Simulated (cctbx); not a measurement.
**From intensities to atoms**

Cell a = 10.7740 Å, b = 10.7740 Å, c = 10.7740 Å, α = 90.00°, β = 90.00°, γ = 90.00°; space group Fm-3m (no. 225); content In4 Cr4 K8 Cl24.

The data are simulated with cctbx, not measured: Ag Kα, λ = 0.56087 Å, to d = 0.84 Å, 50 % of the full sphere, strongest reflection 20000 counts, noise from counting, a 1.5 % proportional error and a noise floor of 8 counts (s.d.); no absorption.

1 earlier start (other random phases, and plain and normalised amplitudes in turn) led nowhere (symmetry correlation 0.92).

Charge flipping in P1 on normalised amplitudes to 0.84 Å, δ = 1.1 σ, 20 % of the reflections treated as weak, 300 cycles:

```text
cycle      R  skewness
    0  0.432     0.79
   25  0.171     5.58
   50  0.164     5.38
   75  0.166     5.36
  100  0.158     5.39
  125  0.157     5.27
  150  0.158     5.28
  175  0.158     5.19
  200  0.163     5.20
  225  0.159     5.14
  250  0.165     5.16
  275  0.161     5.07
origin shift          correlation  skewness
 0.423  0.270  0.101      0.963      9.62
 0.173  0.020  0.351      0.963     12.42
 0.426  0.022  0.353      0.957      3.41
 0.176  0.272  0.103      0.957      3.99
taken: symmetry correlation 0.963, skewness 12.42
peak      x       y       z  mult  height/sigma
Q1    0.0000  0.0000  0.5000    4     33.3
Q2    0.0000  0.0000  0.0000    4     16.7
Q3    0.2500  0.2500  0.2500    8      6.7
Q4    0.0000  0.0000  0.2536   24      5.5
Q5    0.0000  0.2500  0.2500   24      4.4
Q6    0.0000  0.1223  0.2488   96      1.0
Q7    0.0000  0.0711  0.0711   48      0.8
Q8    0.0909  0.1949  0.3051   96      0.6
Q9    0.0570  0.0570  0.3324   96      0.6
```

The origin is taken among those within 0.04 of the best correlation, by the skewness of the map.

Run time: 2.4 s on 1 thread of Intel(R) Xeon(R) CPU @ 2.60GHz (Ice Lake), with other jobs on the host, peak memory 0.08 GiB.

Q: Assign the peaks.

Heights go roughly as Z and multiplicities must add up to the content. First model: Q1 = In1 (4 in the cell, height 33.3), Q2 = Cr1 (4 in the cell, height 16.7), Q3 = K1 (8 in the cell, height 6.7) and Q4 = Cl1 (24 in the cell, height 5.5). Against the true structure, Q1 is In, Q2 is Cr, Q3 is K and Q4 is Cl; the other peaks are not atoms.

Least squares on F², isotropic:

```text
Rint 0.029, 83 unique reflections to 0.84 A
cycle     R1     wR2    GooF  max shift (A)
   1  0.0916  0.2283  15.435   0.02532
   2  0.0117  0.0347   2.345   0.00000
final R1 0.0117 wR2 0.0347 GooF 2.345  parameters 5  data/parameter 16.6
atom        x        y        z      Ueq    occ   su(xyz)  su(Uiso or U11)
In1    0.00000  0.00000  0.50000   0.0213  1.000  0.00000  0.0003
Cr1    0.00000  0.00000  0.00000   0.0287  1.000  0.00000  0.0005
K1     0.25000  0.25000  0.25000   0.0125  1.000  0.00000  0.0004
Cl1    0.00000  0.00000  0.25125   0.0320  1.000  0.00013  0.0004
difference map: max 0.70 min -0.29 rms 0.06
Q1    0.0000  0.0000  0.2982   24    0.71  0.51 A from Cl1
Q2    0.0000  0.0000  0.2022   24    0.70  0.53 A from Cl1
Q3    0.0288  0.0288  0.0288   32    0.15  0.54 A from Cr1
Q4    0.0000  0.1152  0.2518   96    0.11  1.24 A from Cl1
Q5    0.0394  0.0394  0.4606   32    0.10  0.74 A from In1
```

Anisotropic refinement:

```text
Rint 0.029, 83 unique reflections to 0.84 A
cycle     R1     wR2    GooF  max shift (A)
   1  0.0118  0.0347   2.361   0.00016
   2  0.0059  0.0132   0.896   0.00000
final R1 0.0059 wR2 0.0132 GooF 0.896  parameters 6  data/parameter 13.8
atom        x        y        z      Ueq    occ   su(xyz)  su(Uiso or U11)
In1    0.00000  0.00000  0.50000   0.0214  1.000  0.00000  0.0001
Cr1    0.00000  0.00000  0.00000   0.0286  1.000  0.00000  0.0002
K1     0.25000  0.25000  0.25000   0.0127  1.000  0.00000  0.0001
Cl1    0.00000  0.00000  0.25124   0.0321  1.000  0.00005  0.0002
difference map: max 0.07 min -0.13 rms 0.03
Q1    0.2134  0.2134  0.2866   32    0.08  0.68 A from K1
Q2    0.0926  0.0926  0.3043   96    0.07  1.52 A from Cl1
Q3    0.0000  0.0000  0.0000    4    0.07  0.00 A from Cr1
Q4    0.0000  0.1218  0.2596   96    0.06  1.32 A from Cl1
Q5    0.1107  0.1856  0.3144   96    0.06  1.79 A from K1
Q6    0.0000  0.2300  0.2300   48    0.06  2.49 A from Cl1
```

**Reading.** The refinement ends at R1 = 0.0059, wR2 = 0.0132, GooF = 0.90, with difference density between -0.13 and 0.07 e/Å³. Every site matches the true model in element, within 0.001 Å r.m.s., up to an allowed shift of origin.

True model:

```
atom  mult.    x    y       z  Ueq (Å²)
 In1      4  1/2    0       0    0.0214
 Cr1      4    0    0       0    0.0288
  K1      8  1/4  3/4     3/4    0.0128
 Cl1     24    0    0  0.7488    0.0319
```

The model is made up (kin elements in a known structure type, no relaxation), so it says nothing on whether the phase exists.

[Middle refinement cycles are left out of these outputs.]

[Logs are printed without paths, hosts, clocks, repeated set-up lines and the standing remarks that a program may print on its own settings, such as how far it seeks lower states.]
